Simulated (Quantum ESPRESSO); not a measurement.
The O K edge of atom 3 in GdAlO3 (Pm-3m), with 2 Al at 1.87 Å (linear, site symmetry 4/mmm), was computed in 3 ways: full core hole (charged cell), half core hole and no core hole. Program and functional: Quantum ESPRESSO XSpectra, PBEsol, without spin-orbit coupling, Lorentzian half width 0.4 eV; cells of 5 and 10 atoms (the run without a hole in the smaller).

Each run is counted from its own lowest empty level or Fermi level and scaled to a mean of 1 over its first 20 eV. (XSpectra's own axis starts at xe0, in the gap; it has been shifted.)

```
E (eV)  run 1  run 2  run 3
  -2.0   0.04   0.03   0.04
  -1.4   0.05   0.04   0.06
  -0.8   0.06   0.05   0.07
  -0.2   0.09   0.07   0.11
   0.4   0.14   0.11   0.20
   1.0   0.26   0.20   0.41
   1.6   0.53   0.31   0.85
   2.2   1.00   0.67   1.36
   2.8   1.41   1.06   1.72
   3.4   1.64   1.19   1.32
   4.0   1.34   1.74   0.81
   4.6   0.73   1.24   0.51
   5.2   0.41   0.62   0.39
   5.8   0.40   0.53   0.52
   6.4   0.64   0.58   0.89
   7.0   0.97   0.75   1.14
   7.6   1.29   1.19   1.60
   8.2   1.04   1.05   1.39
   8.8   0.93   0.74   1.27
   9.4   1.28   0.80   2.19
  10.0   2.06   1.22   2.48
  10.6   2.18   1.76   2.46
  11.2   2.29   1.91   1.63
  11.8   1.94   2.09   1.41
  12.4   1.57   1.99   1.01
  13.0   1.25   1.86   0.94
  13.6   1.28   1.49   0.95
  14.2   0.98   1.61   0.67
  14.8   0.59   0.88   0.44
  15.4   0.43   0.60   0.37
  16.0   0.39   0.49   0.35
  16.6   0.42   0.44   0.41
  17.2   0.68   0.61   0.67
  17.8   0.78   0.92   0.72
  18.4   0.73   0.71   0.72
  19.0   0.86   0.94   0.76
  19.6   0.77   0.96   0.67
  20.2   0.64   0.74   0.56
  20.8   0.47   0.57   0.44
  21.4   0.40   0.41   0.41
  22.0   0.34   0.39   0.35
  22.6   0.34   0.36   0.38
  23.2   0.41   0.41   0.46
  23.8   0.57   0.48   0.67
  24.4   0.83   0.71   0.90
  25.0   0.87   0.75   0.87
  25.6   0.65   0.81   0.66
  26.2   0.67   0.78   0.59
  26.8   0.58   0.56   0.55
  27.4   0.55   0.47   0.58
  28.0   0.64   0.68   0.67
  28.6   0.53   0.61   0.58
  29.2   0.56   0.48   0.62
  29.8   0.60   0.60   0.62
  30.4   0.52   0.57   0.51
  31.0   0.48   0.45   0.50
  31.6   0.54   0.54   0.58
```

Q: Which run is which?

Run 1: half core hole (area from −2 to 6 eV 4.8, main maxima 3.6 eV (1.69), 7.7 eV (1.32), 11.0 eV (2.36) and 13.4 eV (1.31)). Run 2: no core hole (area from −2 to 6 eV 4.6, main maxima 4.1 eV (1.81), 7.9 eV (1.27), 11.9 eV (2.10) and 14.0 eV (1.69)). Run 3: full core hole (charged cell) (area from −2 to 6 eV 5.0, main maxima 2.9 eV (1.73), 7.6 eV (1.61), 10.3 eV (2.67) and 13.4 eV (0.98)). With each curve scaled to its own mean, the area from −2 to 6 eV with the hole is 5.0 against 4.6, and the centre of weight from −1 to 20 eV moves by -1.1 eV; the shape changes all the same, by 51 % r.m.s.

[Banner, clock and machine lines of the logs are left out without a mark of their own.]

[Logs are printed without paths, hosts, clocks, repeated set-up lines and the standing remarks that a program may print on its own settings, such as how far it seeks lower states.]

[Hosts, paths, dates, database ids (printed as entryN), source tags and the programs' standing remarks are cut or masked in the printed files.]

[Lists of maxima count a maximum above −3 eV only where it reaches 4 % of the highest in the window and stands out from its surroundings by 2 % of it (1.5 % where it reaches 55 %); shoulders and weaker maxima are passed over, and of the rest the first, up to two pre-edge ones and the few strongest are named.]
